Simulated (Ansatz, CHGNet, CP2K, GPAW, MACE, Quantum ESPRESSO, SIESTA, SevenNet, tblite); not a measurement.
## SIESTA runs on H11C3IN2 (P2_1/c) (68 atoms)

Aim: run H11C3IN2 (P2_1/c) (68 atoms) in SIESTA and see how near its forces come to a plane-wave reference, and at what cost.

Calculated with SIESTA 5.4.2; the method is named at each step.

### Step 1. Set-up

The cell holds 68 atoms: 44 H, 12 C, 4 I and 8 N. Its edges and angles: a = 5.015 Å, b = 10.147 Å, c = 14.500 Å, α = 90.0°, β = 103.6°, γ = 90.0°. It derives from H11C3IN2 (P2_1/c), repeated 1×1×1. H11C3IN2, space group P2_1/c, structure from the Crystallography Open Database, 1 x 1 x 1 conventional cells; positions as listed; bonds to H set to neutron lengths (C-H 1.089, N-H 1.015, O-H 0.983, B-H 1.19 Å) where the listed ones are shorter. Then every atom was moved at random, 0.03 Å r.m.s. a Cartesian component (hydrogen 0.6 of that).

The yardstick, on the same geometry:

| Item | Value |
| --- | --- |
| method | Kohn-Sham DFT, PBE, PAW, plane waves (Ansatz 0.2.0); cutoff 420 eV, Γ point, fermi-dirac smearing of 0.05 eV; PAW set soft_2 |
| r.m.s. force component | 1.384 eV/Å |
| longest force | 6.69 eV/Å |
| pressure | 3.772 GPa |
| gap (highest filled to lowest empty level) | 4.365 eV |
| SCF cycles | 8 |
| time | 2.3 s on 8 threads of Arm Neoverse V2, shared host |
| CPU time | 15 s |

### Step 2. PBE, DZP, shift 0.01 Ry, mesh 500 Ry

Method: Kohn-Sham DFT, PBE, PseudoDojo 0.4.1 norm-conserving pseudopotentials (converted to PSML), numerical atomic orbitals (DZP), diagonalisation.

The .psml files are PseudoDojo norm-conserving potentials that we converted to this format, checked against plane waves on the same files for H, C, O, Si, Ge and Ca alone.

Input file input.fdf:

```
SystemLabel cell
NumberOfAtoms 68
NumberOfSpecies 4
%block ChemicalSpeciesLabel
  1 1 H
  2 6 C
  3 53 I
  4 7 N
%endblock ChemicalSpeciesLabel
LatticeConstant 1.0 Ang
%block LatticeVectors
  5.01520 0.00000 0.00000
  0.00000 10.14700 0.00000
  -3.40914 0.00000 14.09395
%endblock LatticeVectors
PAO.BasisSize DZP
PAO.EnergyShift 0.01 Ry
XC.Functional GGA
XC.Authors PBE
MeshCutoff 500 Ry
%block kgrid_Monkhorst_Pack
  1 0 0 0.0
  0 1 0 0.0
  0 0 1 0.0
%endblock kgrid_Monkhorst_Pack
SolutionMethod diagon
OccupationFunction FD
ElectronicTemperature 580 K
SCF.Mixer.Method Pulay
SCF.Mixer.Weight 0.15
SCF.Mixer.History 8
SCF.Mix Hamiltonian
MaxSCFIterations 300
SCF.DM.Tolerance 1e-04
SCF.H.Tolerance 1.0e-3 eV
WriteForces T
Write.HirshfeldPop T
Write.VoronoiPop T
Write.DM F
Write.H F
XML.Write F
AtomicCoordinatesFormat Fractional
%block AtomicCoordinatesAndAtomicSpecies
  0.02333 0.93564 0.29321 1
  0.96882 0.43182 0.20868 1
  0.96547 0.06900 0.70464 1
  0.03431 0.56695 0.79378 1
  0.88328 0.00106 0.37494 1
  0.11141 0.49905 0.12382 1
  0.11216 0.99842 0.62488 1
  0.88073 0.50358 0.87904 1
  0.18952 0.91997 0.40688 1
  0.81332 0.42204 0.09306 1
  0.81664 0.07959 0.59337 1
  0.18836 0.58232 0.90937 1
  0.87260 0.36019 0.34856 1
  0.12813 0.85921 0.15083 1
  0.12013 0.64258 0.65082 1
  0.87725 0.14541 0.84890 1
  0.17401 0.43392 0.36956 1
  0.83128 0.93757 0.13090 1
  0.82928 0.56156 0.63071 1
  0.16472 0.06264 0.86713 1
  0.82315 0.54600 0.43372 1
  0.17554 0.04856 0.06582 1
  0.17266 0.45596 0.56603 1
  0.82734 0.95217 0.93379 1
  0.62881 0.56265 0.31641 1
  0.36756 0.06189 0.18317 1
  0.37510 0.44010 0.68253 1
  0.63294 0.94109 0.81657 1
  0.02127 0.68663 0.27603 1
  0.98157 0.18736 0.22615 1
  0.98468 0.31727 0.72758 1
  0.01423 0.81447 0.77477 1
  0.19529 0.67844 0.39476 1
  0.80161 0.17898 0.10387 1
  0.80704 0.32424 0.60614 1
  0.20162 0.81777 0.89438 1
  0.63385 0.80715 0.31610 1
  0.35719 0.30880 0.18267 1
  0.35359 0.19268 0.68452 1
  0.64571 0.69219 0.81662 1
  0.80524 0.79399 0.44013 1
  0.19054 0.29423 0.06084 1
  0.18911 0.20611 0.55967 1
  0.81285 0.70464 0.94018 1
  0.83602 0.55455 0.36095 2
  0.16696 0.05424 0.14115 2
  0.15931 0.44325 0.63592 2
  0.83821 0.94120 0.86171 2
  0.99745 0.67695 0.34847 2
  0.01301 0.17686 0.15097 2
  0.99337 0.31911 0.64847 2
  0.98395 0.82202 0.84619 2
  0.83986 0.80111 0.36433 2
  0.14835 0.30191 0.13368 2
  0.15866 0.19980 0.62901 2
  0.84087 0.70038 0.87046 2
[... 8 atom lines left out ...]
  0.97079 0.43282 0.33325 4
  0.02122 0.93560 0.16439 4
  0.02237 0.55785 0.66781 4
  0.97488 0.06081 0.83344 4
%endblock AtomicCoordinatesAndAtomicSpecies
```

On the command line:

```console
$ OMP_NUM_THREADS=1 mpirun -np 2 siesta < input.fdf > output.txt
```

What it wrote:

```text
Version         : 5.4.2
reinit: System Name:
reinit: System Label: cell
initatom: Reading input for the pseudopotentials and atomic orbitals ----------
Species number:   1 Atomic number:    1 Label: H
Species number:   2 Atomic number:    6 Label: C
Species number:   3 Atomic number:   53 Label: I
Species number:   4 Atomic number:    7 Label: N
Ground state valence configuration (from tables):   1s01  2p00  3d00  4f00
Ground state valence configuration (from tables):   2s02  2p02  3d00  4f00
Ground state valence configuration (from tables):   5s02  5p05  5d00  4f00
Ground state valence configuration (from tables):   2s02  2p03  3d00  4f00
---- Processing specs for species: H
GGA--PBE XC_GGA_X_PBE--XC_GGA_C_PBE pb
---- Processing specs for species: C
GGA--PBE XC_GGA_X_PBE--XC_GGA_C_PBE pb
---- Processing specs for species: I
GGA--PBE XC_GGA_X_PBE--XC_GGA_C_PBE pb
---- Processing specs for species: N
GGA--PBE XC_GGA_X_PBE--XC_GGA_C_PBE pb
H pseudopotential only contains V_ls up to l=1 -- lmxkb reset.
C pseudopotential only contains V_ls up to l=1 -- lmxkb reset.
I pseudopotential only contains V_ls up to l=2 -- lmxkb reset.
N pseudopotential only contains V_ls up to l=1 -- lmxkb reset.
Using PAO.SplitTailNorm
%block ChemicalSpeciesLabel
    1    1 H                       # Species index, atomic number, species label
    2    6 C                       # Species index, atomic number, species label
    3   53 I                       # Species index, atomic number, species label
    4    7 N                       # Species index, atomic number, species label
%endblock ChemicalSpeciesLabel
%block PAO.Basis                 # Define Basis set
H                     1                    # Species label, number of l-shells
 n=1   0   2 P   1                   # n, l, Nzeta, Polarization, NzetaPol
   5.233      3.529
   1.000      1.000
C                     2                    # Species label, number of l-shells
 n=2   0   2                         # n, l, Nzeta
   4.484      3.048
[...]
n=2   1   2 P   1                   # n, l, Nzeta, Polarization, NzetaPol
[...]
I                     2                    # Species label, number of l-shells
 n=5   0   2                         # n, l, Nzeta
[...]
n=5   1   2 P   1                   # n, l, Nzeta, Polarization, NzetaPol
[...]
N                     2                    # Species label, number of l-shells
 n=2   0   2                         # n, l, Nzeta
[...]
n=2   1   2 P   1                   # n, l, Nzeta, Polarization, NzetaPol
   4.781      3.167
   1.000      1.000
%endblock PAO.Basis
coor:   Atomic-coordinates input format  =     Fractional
siesta: System type = bulk
initatomlists: Number of atoms, orbitals, and projectors:     68   532   452
siesta: ******************** Simulation parameters ****************************
Total number of electrons:   160.000000
Total ionic charge:   160.000000
 Kpoints in:            1 . Kpoints trimmed:            1
siesta: k-grid: Number of k-points = 1
siesta: k-points from Monkhorst-Pack grid
siesta: k-cutoff (effective) =     2.508 Ang
siesta: k-point supercell and displacements
siesta: k-grid:     1     0     0      0.000
siesta: k-grid:     0     1     0      0.000
siesta: k-grid:     0     0     1      0.000
                     ====================================
                        Single-point calculation
                     ====================================
outcell: Unit cell vectors (Ang):
        5.015200    0.000000    0.000000
        0.000000   10.147000    0.000000
       -3.409140    0.000000   14.093950
outcell: Cell vector modules (Ang)   :    5.015200   10.147000   14.500402
outcell: Cell angles (23,13,12) (deg):     90.0000    103.5979     90.0000
outcell: Cell volume (Ang**3)        :    717.2303
Gamma-point calculation with interaction between periodic images
Gamma-point calculation with interaction between periodic images
Some features might not work optimally:
Some features might not work optimally:
e.g. DM initialization from atomic data
e.g. DM initialization from atomic data
new_DM -- step:     1
Initializing Density Matrix...
Attempting to read DM from file... Failed...
DM filled with atomic data:
InitMesh: MESH = 72 x 144 x 192 = 1990656
InitMesh: Mesh cutoff (required, used) =   500.000   512.907 Ry
stepf: Fermi-Dirac step function
        iscf     Eharris(eV)        E_KS(eV)     FreeEng(eV)     dDmax    Ef(eV) dHmax(eV)
   scf:    1    -6368.778160    -6327.785056    -6327.785056  1.948365 -3.970762  6.743148
   scf:    2    -6335.674139    -6331.988696    -6331.988696  0.045176 -3.767892  4.234559
   scf:    3    -6336.627262    -6335.261869    -6335.261869  0.086899 -3.340108  0.787055
[...]
scf:   10    -6335.499924    -6335.499922    -6335.499922  0.000155 -3.150525  0.000782
   scf:   11    -6335.499923    -6335.499923    -6335.499923  0.000051 -3.150426  0.000490
SCF Convergence by DM+H criterion
max |DM_out - DM_in|         :     0.0000514772
max |H_out - H_in|      (eV) :     0.0004904619
SCF cycle converged after 11 iterations
Using DM_out to compute the final energy and forces
siesta: E_KS(eV) =            -6335.4999
siesta: E_KS - E_eggbox =     -6335.4999
siesta: Atomic forces (eV/Ang):
     1    0.797099    0.364366   -2.373398
     2   -0.918114    0.616473    2.793539
     3   -1.407134   -0.516260    4.492929
[...]
67    2.292236    0.228782    1.396709
    68   -3.470706   -0.544494   -2.282283
----------------------------------------
   Tot    0.001609    0.002150    0.000094
----------------------------------------
   Max    5.447120
   Res    1.631368    sqrt( Sum f_i^2 / 3N )
----------------------------------------
   Max    5.447120    constrained
Stress tensor Voigt[x,y,z,yz,xz,xy] (kbar):      -80.31      -25.16      -62.47        0.51       -6.97        2.34
(Free)E + p*V (eV/cell)    -6310.4391
Target enthalpy (eV/cell)    -6335.4999
siesta: Program's energy decomposition (eV):
siesta: Ebs     =     -2057.407623
siesta: Eions   =     10553.685744
siesta: Ena     =      2861.360169
siesta: Ekin    =      3931.358280
siesta: Enl     =      -189.718378
siesta: DEna    =      -166.998080
siesta: DUscf   =        16.633099
siesta: Ex      =     -2048.855970
siesta: Ec      =      -185.593297
siesta: Exc     =     -2234.449268
siesta: Eharris =     -6335.499923
siesta: Etot    =     -6335.499923
siesta: FreeEng =     -6335.499923
siesta: Final energy (eV):
siesta:  Band Struct. =   -2057.407623
siesta:       Kinetic =    3931.358280
siesta:       Hartree =    2882.127841
siesta:         Exch. =   -2048.855970
siesta:         Corr. =    -185.593297
siesta:   Exch.-corr. =   -2234.449268
siesta:  Ion-electron =   -9338.880281
siesta:       Ion-ion =   -1575.656495
siesta:         Total =   -6335.499923
siesta:         Fermi =      -3.150426
siesta: Stress tensor (static) (eV/Ang**3):
siesta:    -0.050128    0.001462   -0.004350
siesta:     0.001462   -0.015704    0.000316
siesta:    -0.004350    0.000316   -0.038992
siesta: Cell volume =        717.230325 Ang**3
siesta: Pressure (static):
siesta:                Solid            Molecule  Units
siesta:           0.00038056          0.00051362  Ry/Bohr**3
siesta:           0.03494116          0.04715842  eV/Ang**3
siesta:          55.98190655         75.55611623  kBar
    Orbital volume contribution        =          19.877864 eV
    (Free)E + p_basis*V_orbitals       =       -6315.622058 eV
    (Free)Eharris+ p_basis*V_orbitals  =       -6315.622059 eV
Hirshfeld Atomic Populations:
Atom #   charge [q] valence [e]  Species
     1     0.082350    0.917650  H
     2     0.083206    0.916794  H
     3     0.082511    0.917489  H
[...]
45     0.009116    3.990884  C
    46     0.005768    3.994232  C
    47     0.006277    3.993723  C
[...]
57    -0.312470    7.312470  I
    58    -0.311645    7.311645  I
    59    -0.318182    7.318182  I
[...]
61     0.020525    4.979475  N
    62     0.022017    4.977983  N
    63     0.012190    4.987810  N
[...]
--------------------
 Total     0.000001
Voronoi Atomic Populations:
Atom #   charge [q] valence [e]  Species
[...]
43    -0.011038    1.011038  H
    44    -0.009674    1.009674  H
[...]
55     0.061773    3.938227  C
    56     0.044115    3.955885  C
[...]
59    -0.230967    7.230967  I
    60    -0.225688    7.225688  I
[...]
67    -0.094499    5.094499  N
    68    -0.105747    5.105747  N
--------------------
 Total     0.000001
```

The job ended after 54 s (2 MPI ranks of Arm Neoverse V2, shared host; peak memory 1.2 GiB).

Banners, paths, timers and routine set-up lines are dropped from the logs unmarked, and long logs keep their key lines alone; longer cuts are marked.

Compared with the plane-wave run:

| Quantity | Value |
| --- | --- |
| r.m.s. force component | 1.631 eV/Å |
| r.m.s. difference of force components | 369.2 meV/Å |
| longest difference of force vectors | 1174 meV/Å |
| force difference over r.m.s. force | 26.69 % |
| slope of forces against the reference's | 1.159 |
| correlation of force components | 0.9834 |
| gap (highest filled to lowest empty level) | 4.598 eV |
| gap difference | 0.2327 eV |
| pressure | 5.598 GPa |
| pressure difference | 1.827 GPa |

This run lies far from the reference in forces at the same functional. Basis and potentials both differ; the latter hold 160 valence electrons against the reference's 200.

Length of the force difference by element (eV/Å):

| element | atoms | mean | most |
| --- | --- | --- | --- |
| C | 12 | 0.54 | 0.79 |
| H | 44 | 0.68 | 1.2 |
| I | 4 | 0.052 | 0.057 |
| N | 8 | 0.57 | 0.78 |

Levels nearest the highest filled one (eV from it): -0.79, -0.70, -0.51, -0.43, -0.40, -0.34, -0.25, -0.21, -0.08, -0.05, -0.04, 0.00, 4.60, 4.96, 5.09, 5.22, 5.24, 5.36, 5.67, 5.70, 6.02, 6.11, 6.31, 6.54.

A closer look about I60, one of the 4 I atoms: 12 atoms, nearest first, numbered in the order of the input, with positions taken from that point.

| atom | x | y | z | distance (Å) | bonds | Hirshfeld charge (e) | Fx | Fy | Fz (eV/Å) |
| --- | --- | --- | --- | --- | --- | --- | --- | --- | --- |
| I60 | 0.00 | 0.00 | 0.00 | 0.00 | 0 | -0.31 | -0.22 | -0.16 | 0.00 |
| H6 | -1.87 | -1.84 | 0.44 | 2.66 | 1 | 0.09 | 1.39 | 2.24 | -0.33 |
| H14 | -1.88 | 1.81 | 0.82 | 2.73 | 1 | 0.05 | 0.86 | -2.24 | -0.79 |
| H12 | -0.75 | -1.00 | -2.58 | 2.87 | 1 | 0.09 | -0.75 | -0.35 | -0.20 |
| H44 | 2.28 | 0.24 | -2.15 | 3.14 | 1 | 0.01 | -1.04 | 0.05 | 2.14 |
| H10 | 1.76 | -2.63 | 0.01 | 3.16 | 1 | 0.09 | -0.68 | 0.28 | -0.55 |
| H18 | 1.72 | 2.61 | 0.54 | 3.17 | 1 | 0.07 | -3.19 | -0.39 | -2.08 |
| H36 | -0.63 | 1.39 | -2.79 | 3.18 | 1 | 0.00 | -0.35 | 0.34 | -0.25 |
| H25 | 0.07 | -1.20 | 3.15 | 3.37 | 1 | 0.01 | -0.93 | 0.00 | -0.66 |
| H29 | 2.18 | 0.06 | 2.58 | 3.38 | 1 | 0.01 | 0.41 | -0.37 | -1.01 |
| H37 | 0.10 | 1.28 | 3.15 | 3.40 | 1 | 0.02 | -0.20 | 0.08 | -0.51 |
| H44 | -2.74 | 0.24 | -2.15 | 3.49 | 1 | 0.01 | -1.04 | 0.05 | 2.14 |

Forces lie 27 % from the reference's, at 7.4 times its CPU time (on 2 against 8 cores).

### Step 3. PBE, SZ, shift 0.01 Ry, mesh 500 Ry

Method: Kohn-Sham DFT, PBE, PseudoDojo 0.4.1 norm-conserving pseudopotentials (converted to PSML), numerical atomic orbitals (SZ), diagonalisation.

input.fdf: that of step 2 with these lines changed.

```diff
@@ -15,3 +15,3 @@
 %endblock LatticeVectors
-PAO.BasisSize DZP
+PAO.BasisSize SZ
 PAO.EnergyShift 0.01 Ry
```

On the command line:

```console
$ OMP_NUM_THREADS=1 siesta < input.fdf > output.txt
```

What it wrote:

```text
Version         : 5.4.2
reinit: System Name:
reinit: System Label: cell
initatom: Reading input for the pseudopotentials and atomic orbitals ----------
Species number:   1 Atomic number:    1 Label: H
Species number:   2 Atomic number:    6 Label: C
Species number:   3 Atomic number:   53 Label: I
Species number:   4 Atomic number:    7 Label: N
Ground state valence configuration (from tables):   1s01  2p00  3d00  4f00
Ground state valence configuration (from tables):   2s02  2p02  3d00  4f00
Ground state valence configuration (from tables):   5s02  5p05  5d00  4f00
Ground state valence configuration (from tables):   2s02  2p03  3d00  4f00
---- Processing specs for species: H
GGA--PBE XC_GGA_X_PBE--XC_GGA_C_PBE pb
---- Processing specs for species: C
[... lines left out ...]
stepf: Fermi-Dirac step function
        iscf     Eharris(eV)        E_KS(eV)     FreeEng(eV)     dDmax    Ef(eV) dHmax(eV)
[... lines left out ...]
SCF Convergence by DM+H criterion
[... lines left out ...]
SCF cycle converged after 10 iterations
[... lines left out ...]
   Max    9.527229
[... lines left out ...]
   Max    9.527229    constrained
Stress tensor Voigt[x,y,z,yz,xz,xy] (kbar):     -243.41     -107.31     -192.56        1.70      -26.23        5.90
[... lines left out ...]
siesta: FreeEng =     -6269.781570
[... lines left out ...]
siesta:         Exch. =   -1991.379856
siesta:         Corr. =    -187.466966
siesta:   Exch.-corr. =   -2178.846823
siesta:  Ion-electron =   -8941.036294
siesta:       Ion-ion =   -1575.656495
siesta:         Total =   -6269.781570
siesta:         Fermi =      -2.063960
siesta: Stress tensor (static) (eV/Ang**3):
siesta:    -0.151925    0.003682   -0.016372
siesta:     0.003682   -0.066976    0.001059
siesta:    -0.016373    0.001059   -0.120188
siesta: Cell volume =        717.230325 Ang**3
siesta: Pressure (static):
siesta:                Solid            Molecule  Units
siesta:           0.00123105          0.00195879  Ry/Bohr**3
siesta:           0.11302962          0.17984754  eV/Ang**3
siesta:         181.09342072        288.14753308  kBar
    Orbital volume contribution        =           9.263580 eV
    (Free)E + p_basis*V_orbitals       =       -6260.517990 eV
    (Free)Eharris+ p_basis*V_orbitals  =       -6260.517990 eV
Hirshfeld Atomic Populations:
Atom #   charge [q] valence [e]  Species
     1     0.088998    0.911002  H
     2     0.087822    0.912178  H
     3     0.088713    0.911287  H
[...]
45     0.020456    3.979544  C
    46     0.019766    3.980234  C
    47     0.017758    3.982242  C
[...]
57    -0.478623    7.478623  I
    58    -0.476851    7.476851  I
    59    -0.498716    7.498716  I
[...]
61     0.029383    4.970617  N
    62     0.032003    4.967997  N
    63     0.026261    4.973739  N
[...]
--------------------
 Total    -0.000003
Voronoi Atomic Populations:
Atom #   charge [q] valence [e]  Species
[...]
43     0.008270    0.991730  H
    44     0.003660    0.996340  H
[...]
55     0.089900    3.910100  C
    56     0.076555    3.923445  C
[...]
59    -0.463886    7.463886  I
    60    -0.446814    7.446814  I
[...]
67    -0.166727    5.166727  N
    68    -0.185629    5.185629  N
--------------------
 Total    -0.000003
```

It took 35 s on 1 thread; peak memory 0.53 GiB.

Against the reference:

- r.m.s. force component: 3.203 eV/Å
- r.m.s. difference of force components: 2247 meV/Å
- longest difference of force vectors: 6197 meV/Å
- force difference over r.m.s. force: 162.4 %
- slope of forces against the reference's: 1.861
- correlation of force components: 0.804
- gap (highest filled to lowest empty level): 4.021 eV
- gap difference: -0.3449 eV
- pressure: 18.11 GPa
- pressure difference: 14.34 GPa

This is a coarse setting, run to see what it loses.

Against the first run (27 %), the force difference from the reference is 162 %, at 0.32 times the CPU time (on 1 against 2 cores), with 140 basis functions against 532: the smaller basis costs accuracy.

(Part 1 of 2 ends here.)

[Also dropped from logs without a mark: logging warnings of Python, and SIESTA's first energy breakdown and zero terms.]

[Logs are printed without paths, hosts, clocks, repeated set-up lines and the standing remarks that a program may print on its own settings, such as how far it seeks lower states.]

[Hosts, paths, dates, database ids (printed as entryN), source tags and the programs' standing remarks are cut or masked in the printed files.]
